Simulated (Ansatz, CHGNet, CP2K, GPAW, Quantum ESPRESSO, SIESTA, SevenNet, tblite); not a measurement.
**How far do other methods lie from plane waves? H-capped Ge nanowire along [111] (48 atoms)**

One geometry of H-capped Ge nanowire along [111] (48 atoms) is solved by several programs and methods. How far do their forces lie from a plane-wave PBE run?

Results are calculated, not measured.

## 1. The structure

The cell holds 48 atoms (22 Ge and 26 H), with edges of 15.50, 18.81 and 9.80 Å. Recipe: square section of size parameter 3.53 Å cut from diamond-structure Ge (a = 5.658 Å) along [111], 1 period, broken bonds capped with H, 9 Å of vacuum. Then every atom was moved at random, 0.02 Å r.m.s. a Cartesian component (hydrogen 0.6 of that).

## 2. The reference input

Quantum ESPRESSO 7.5: Kohn-Sham DFT, PBE, SSSP efficiency 1.3.0 pseudopotentials, plane waves. Its input, pw.in:

```
&control
  calculation = 'scf'
  pseudo_dir = './pseudo'
  outdir = './tmp'
  disk_io = 'none'
  tprnfor = .true.
/
&system
  ibrav = 0
  nat = 48
  ntyp = 2
  ecutwfc = 45
  ecutrho = 360
  nosym = .true.
  occupations = 'smearing'
  smearing = 'fd'
  degauss = 0.003675
/
&electrons
  conv_thr = 2.4e-07
  electron_maxstep = 100
  mixing_beta = 0.4
  mixing_mode = 'local-TF'
  diagonalization = 'david'
/
ATOMIC_SPECIES
Ge 72.630 Ge.upf
H 1.008 H.upf
CELL_PARAMETERS angstrom
15.49929 0.00000 0.00000
0.00000 18.81460 0.00000
0.00000 0.00000 9.79994
ATOMIC_POSITIONS crystal
Ge 0.37203 0.31852 0.00367
Ge 0.36620 0.31374 0.24991
Ge 0.37323 0.43812 0.33735
Ge 0.37208 0.43662 0.58153
[... 42 atom lines left out ...]
H 0.70986 0.60046 0.61017
H 0.70884 0.52236 0.97006
K_POINTS gamma
```

```console
$ OMP_NUM_THREADS=1 mpirun -np 4 pw.x -in pw.in > output.txt
```

Wall time 2.5 min (4 MPI ranks of Arm Neoverse V2, shared host); peak memory 5.3 GiB.

It converged with an r.m.s. force component of 0.44 eV/Å.

Its highest filled and lowest empty levels lie 2.86 eV apart on its k-points.

## 3. The other programs

- CHGNet: machine-learned potential, published weights.
- CP2K 2026.2: Gaussian basis with GTH pseudopotentials and a plane-wave density; labels give functional, basis (MOLOPT sets; SR short-range, UZH the newer set with its own potentials), grid cutoff/relative cutoff and solver (OT: orbital transformation; TRS4, TC2, SIGN: linear-scaling purification with its sparsity filter), or its built-in tight binding.
- GPAW 26.7.0: PAW with atomic orbitals (LCAO), plane waves or a real-space grid of spacing h.
- SIESTA 5.4.2: numerical atomic orbitals, whose automatically made sets are far from complete, with PseudoDojo norm-conserving potentials that we converted to its format (checked against plane waves on the same files for H, C, O, Si, Ge and Ca alone); labels give functional, basis size, energy shift and mesh cutoff.
- SevenNet: machine-learned potential, published weights.
- tblite 0.8.0: extended tight binding, driven from Python.

All use the same cell and atoms, and the electronic-structure runs the same k-mesh.

## 4. All runs compared

Differences are against the reference: forces as r.m.s. over components, share as that over the reference's r.m.s. force, slope as the fitted ratio of a run's forces to the reference's.

```tsv
run	Δ force, r.m.s. (meV/Å)	share (%)	slope	Δ gap (eV)	cores	CPU time	memory (GiB)
reference	-	-	-	-	4	9.9 min	5.3
CHGNet 0.3.0 potential	181	41.7	0.675	-	1	3 s	0.49
CP2K GFN1-xTB, OT DIIS	317	72.8	0.759	-	1	2 s	0.28
CP2K PBE, DZVP-MOLOPT (SR for Ge), 450/50 Ry, OT DIIS	23.0	5.28	1.002	0.0686	2	7.1 min	2.2
CP2K PBE, DZVP-MOLOPT-SR, 225/50 Ry, OT DIIS (coarse)	102	23.4	0.934	0.102	1	100 s	0.91
CP2K PBE, DZVP-MOLOPT-SR, 315/50 Ry, OT DIIS (coarse)	102	23.5	0.934	0.102	1	2.3 min	1.4
CP2K PBE, DZVP-MOLOPT-SR, 450/50 Ry, OT DIIS	102	23.5	0.934	0.102	2	3.6 min	2.2
CP2K PBE, DZVP-MOLOPT-SR, 450/70 Ry, OT DIIS	102	23.5	0.934	0.102	2	3.9 min	2.2
CP2K PBE, SZV-MOLOPT-SR, 450/50 Ry, OT DIIS (coarse)	423	97.2	0.902	1.24	1	2.7 min	2.0
CP2K PBE, SZV-MOLOPT-SR, 450/50 Ry, TRS4 filter 1e-05, SCF 1e-06 (coarse)	425	97.6	0.901	-	1	27 s	2.0
CP2K PBE, SZV-MOLOPT-SR, 450/50 Ry, TRS4 filter 1e-06, SCF 1e-06 (coarse)	425	97.6	0.901	-	1	27 s	2.0
CP2K PBE, SZV-MOLOPT-SR, 450/50 Ry, TRS4 filter 1e-07, SCF 1e-07 (coarse)	423	97.1	0.902	-	1	32 s	2.0
CP2K PBE, TZVP-MOLOPT (SR for Ge), 450/50 Ry, OT DIIS	19.9	4.57	0.976	0.0629	2	6.9 min	2.2
CP2K RPBE, PBE potentials, DZVP-MOLOPT-SR, 450/50 Ry, OT DIIS	122	28.0	0.918	0.136	2	3.5 min	2.2
CP2K r2SCAN, SCAN potentials, DZVP-UZH(SCAN), 600/50 Ry, OT DIIS	240	55.2	0.820	0.363	4	8.4 min	5.2
GPAW PBE, LCAO dzp, h 0.2 Å	186	42.6	1.226	0.104	1	36 s	1.2
GPAW PBE, LCAO sz(dzp), h 0.2 Å (coarse)	936	215	2.027	0.139	1	21 s	1.1
GPAW PBE, LCAO szp(dzp), h 0.2 Å (coarse)	518	119	1.542	0.167	1	33 s	1.2
SIESTA PBE, DZ, shift 0.01 Ry, mesh 300 Ry (coarse)	83.1	19.1	1.117	0.254	1	44 s	0.68
SIESTA PBE, DZP, shift 0.01 Ry, mesh 300 Ry	80.8	18.6	0.971	0.136	1	75 s	0.89
SIESTA PBE, DZP, shift 0.02 Ry, mesh 300 Ry	202	46.5	0.826	0.173	1	53 s	0.8
SIESTA PBE, SZ, shift 0.01 Ry, mesh 300 Ry (coarse)	922	212	2.062	0.513	1	33 s	0.63
SIESTA PBE, SZ, shift 0.02 Ry, mesh 300 Ry (coarse)	772	177	1.948	0.424	1	28 s	0.59
SIESTA PBE, SZP, shift 0.01 Ry, mesh 300 Ry (coarse)	347	79.7	1.448	0.228	1	61 s	0.84
SevenNet 0 potential	178	40.9	0.723	-	1	6.4 s	0.63
SevenNet l3i5 potential	185	42.5	0.751	-	1	7.4 s	0.8
tblite GFN1-xTB	284	65.3	0.868	-	1	1.2 s	0.17
tblite GFN2-xTB	235	53.9	0.856	-	1	1.3 s	0.17
```

Rows marked coarse were listed beforehand as settings not expected to be converged; some can still land near the reference.

Times of the machine-learned potentials are mostly Python's start and the loading of weights.

Runs without a result: CP2K HSE06 with ADMM, PBE0 potentials, DZVP-UZH, 450/50 Ry, OT DIIS (cut off at its time limit); CP2K PBE+rVV10L, DZVP-MOLOPT-SR, 450/50 Ry, OT DIIS (cut off at its time limit).

At other geometries of this session 2 more runs gave no result.

CPU time is summed over cores on shared hosts, so it is rough.

## 5. What came out

Forces lie from 4.6 % (CP2K PBE, TZVP-MOLOPT (SR for Ge), 450/50 Ry, OT DIIS) to 215 % (GPAW PBE, LCAO sz(dzp), h 0.2 Å, coarse) of the reference's r.m.s. force of 0.44 eV/Å away from it. The PBE runs in local orbitals, coarse settings apart, differ by 4.6 % (CP2K PBE, TZVP-MOLOPT (SR for Ge), 450/50 Ry, OT DIIS) to 47 % (SIESTA PBE, DZP, shift 0.02 Ry, mesh 300 Ry); basis, grid and potentials can all enter. Tight binding differs by 54 % (tblite GFN2-xTB) to 73 % (CP2K GFN1-xTB, OT DIIS); it is another model, with fitted parameters of its own, and the xTB methods hold dispersion. Machine-learned potentials differ by 41 % (SevenNet 0 potential) to 42 % (SevenNet l3i5 potential); they were trained on other programs' data. Among those trained on PBE data the slope goes as low as 0.67.

Rows with another functional or a dispersion term differ by 28 % (CP2K RPBE, PBE potentials, DZVP-MOLOPT-SR, 450/50 Ry, OT DIIS) to 55 % (CP2K r2SCAN, SCAN potentials, DZVP-UZH(SCAN), 600/50 Ry, OT DIIS), which mixes the change of model with differences of basis and potentials, some of them made for another functional. Runs with settings chosen to be coarse differ by 19 % (SIESTA PBE, DZ, shift 0.01 Ry, mesh 300 Ry) to 215 % (GPAW PBE, LCAO sz(dzp), h 0.2 Å), their programs' other errors included. SIESTA PBE, DZ, shift 0.01 Ry, mesh 300 Ry stiffens the forces by a factor of 1.12 while following their directions (correlation 0.991). In GPAW PBE, LCAO dzp, h 0.2 Å the difference has nearly one length on every H (0.38 eV/Å) and points along its bond, outwards: this method prefers longer bonds, and stiff bonds to hydrogen turn a small shift into a large force. From CP2K PBE, DZVP-MOLOPT-SR, 225/50 Ry, OT DIIS to the finer CP2K PBE, DZVP-MOLOPT-SR, 450/70 Ry, OT DIIS the share goes from 23.4 to 23.5 %, so the grid isn't what parts these runs from the reference. Gaps at PBE, coarse settings apart, lie +0.06 to +0.17 eV from the reference's, on k-points that hold the band edges only if these fold onto them.

Caveats: Periodic xTB results under one method name differ between programs and library versions. The potentials hold different valence shells: 334 electrons in the reference, 114 in CP2K with TZVP-MOLOPT and 114 in GPAW; this bears on time and differences. GPAW's setups keep the filled d shell of Ge in the core. Machine-learned potentials mimic data converged in k, so the reference's own k-point error enters their differences. The electronic-structure runs sample only Γ, in a cell whose periodic width is 10 Å. The reference's 45/360 Ry lie under the cutoffs that SSSP recommends for H (60/480 Ry). Spin–orbit coupling is left out. Where levels are smeared, the DFT runs use Fermi–Dirac occupations at 580 K (0.05 eV), and energies are free energies. The atoms were displaced at random, and shares hang on the size of the forces that this gives. The reference's cutoffs and mesh weren't converged further here.

[Logs are printed without paths, hosts, clocks, repeated set-up lines and the standing remarks that a program may print on its own settings, such as how far it seeks lower states.]

[Hosts, paths, dates, database ids (printed as entryN), source tags and the programs' standing remarks are cut or masked in the printed files.]

[Cells were taken only where this reference lay near another plane-wave run.]
